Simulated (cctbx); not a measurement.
# Reading a Patterson map

Space group Pnnm (no. 58), a = 10.3200 Å, b = 11.1630 Å, c = 4.3290 Å, α = 90.00°, β = 90.00°, γ = 90.00°, content Zn8 K4 Si12.

The data are simulated with cctbx, not measured: synchrotron X-rays, λ = 0.7749 Å, to d = 0.75 Å, 95 % of the full sphere, strongest reflection 5000 counts, noise from counting, a 2 % proportional error and a noise floor of 4 counts (s.d.); no absorption, some extinction.

Patterson synthesis, origin scaled to 1000:

```text
Patterson group P m m m
      u       v       w   height  length (A)
  0.000   0.000   0.000   1000.0     0.00
  0.500   0.354   0.500    269.3     6.85
  0.207   0.000   0.500    259.9     3.04
  0.279   0.222   0.000    247.3     3.80
  0.500   0.213   0.500    219.8     6.08
  0.367   0.081   0.000    191.7     3.89
  0.349   0.145   0.000    186.7     3.95
  0.402   0.500   0.500    181.3     7.29
  0.069   0.287   0.000    175.2     3.28
  0.146   0.500   0.500    174.8     6.17
  0.132   0.281   0.500    172.4     4.05
  0.228   0.426   0.500    170.7     5.73
  0.424   0.057   0.500    129.6     4.93
  0.065   0.200   0.500    125.7     3.18
```

**Question.** Which atom pairs make the peaks, and where is the heaviest atom?

A peak at u stands for all pairs with xi − xj = u, with weight Σ ZiZj against Σ Z² = 10996 at the origin. Peak heights follow these weights only roughly, since form factors, motion and series ripples differ, all vectors within 0.55 Å of a peak are counted as merged into it though the farther ones add only part of their weight, and F(000) is left out, which lowers the whole map:

| u | v | w | shortest length (Å) | height | 1000 ΣZiZj/ΣZ² | pairs in the cell |
| --- | --- | --- | --- | --- | --- | --- |
| 0.500 | 0.354 | 0.500 | 6.85 | 269 | 371 | 4 × Zn–K, 2 × Zn–Zn |
| 0.207 | 0.000 | 0.500 | 3.04 | 260 | 458 | 12 × Zn–Si |
| 0.279 | 0.222 | 0.000 | 3.80 | 247 | 276 | 2 × Zn–Zn, 2 × Zn–Si, 2 × Si–Si |
| 0.500 | 0.213 | 0.500 | 6.08 | 220 | 352 | 2 × Zn–Zn, 4 × Zn–Si, 2 × Si–Si |
| 0.367 | 0.081 | 0.000 | 3.89 | 192 | 199 | 2 × Zn–Zn, 2 × Si–Si |
| 0.349 | 0.145 | 0.000 | 3.95 | 187 | 270 | 2 × Zn–K, 1 × Zn–Zn, 2 × K–Si, 2 × Si–Si |
| 0.402 | 0.500 | 0.500 | 7.28 | 181 | 199 | 2 × Zn–Zn, 2 × Si–Si |
| 0.069 | 0.287 | 0.000 | 3.28 | 175 | 338 | 4 × Zn–Si, 2 × Zn–K, 1 × Zn–Zn |
| 0.146 | 0.500 | 0.500 | 6.17 | 175 | 164 | 2 × Zn–Zn |
| 0.132 | 0.281 | 0.500 | 4.05 | 172 | 199 | 2 × Zn–Zn, 2 × Si–Si |

The table stops at ten peaks or at a height of 45, below which ripples compete. In the model behind the data Zn, the heaviest element, has 2 independent sites: (0.6784, 0.5727, 0) and (0.9505, 0.3504, 0), up to an allowed shift of origin; the Zn–Zn vectors are differences of these positions and their symmetry mates. The whole model:

| atom | mult. | x | y | z | Ueq (Å²) |
| --- | --- | --- | --- | --- | --- |
| Zn1 | 4 | 0.6784 | 0.5727 | 0 | 0.0034 |
| Zn2 | 4 | 0.9505 | 0.3504 | 0 | 0.0043 |
| K1 | 4 | 0.3547 | 0.7172 | 0 | 0.0044 |
| Si1 | 4 | 0.3892 | 0.9571 | 0 | 0.0051 |
| Si2 | 4 | 0.7497 | 0.8667 | 0 | 0.0042 |
| Si3 | 4 | 0.9659 | 0.9003 | 0 | 0.0050 |

The model was made for the exercise: a known structure type with other elements put in, its volume estimated, not relaxed; displacement parameters are assumed.

[Logs are printed without paths, hosts, clocks, repeated set-up lines and the standing remarks that a program may print on its own settings, such as how far it seeks lower states.]
